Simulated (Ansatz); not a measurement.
# Direct or indirect: KI (Fm-3m)

```
CELL_PARAMETERS angstrom
0.00000 3.53277 3.53277
3.53277 0.00000 3.53277
3.53277 3.53277 0.00000
ATOMIC_POSITIONS crystal
I 0.50000 0.50000 0.50000
K 0.00000 0.00000 0.00000
```

Method: Ansatz, PBE, independent particles, without spin-orbit coupling, line width 0.1 eV (Gaussian). The band structure gives a fundamental gap of 3.97 eV. The spectrum of vertical transitions near the edge:

| E (eV) | Im ε, E ∥ xyz |
| --- | --- |
| 3.48 | 0.00 |
| 3.60 | 0.00 |
| 3.72 | 0.00 |
| 3.84 | 0.01 |
| 3.96 | 0.09 |
| 4.08 | 0.29 |
| 4.20 | 0.45 |
| 4.32 | 0.55 |
| 4.44 | 0.64 |
| 4.56 | 0.73 |
| 4.68 | 0.81 |
| 4.80 | 0.89 |
| 4.92 | 0.99 |
| 5.04 | 1.09 |
| 5.16 | 1.22 |

(1) Is the gap direct or indirect, and about where do vertical transitions set in?

## Answers

(1) Direct: the band path has its least direct gap at the fundamental one, 3.97 eV, and the curves rise from there. Lines are broadened by 0.1 eV, which spreads the edge.

[Logs are printed without paths, hosts, clocks, repeated set-up lines and the standing remarks that a program may print on its own settings, such as how far it seeks lower states.]
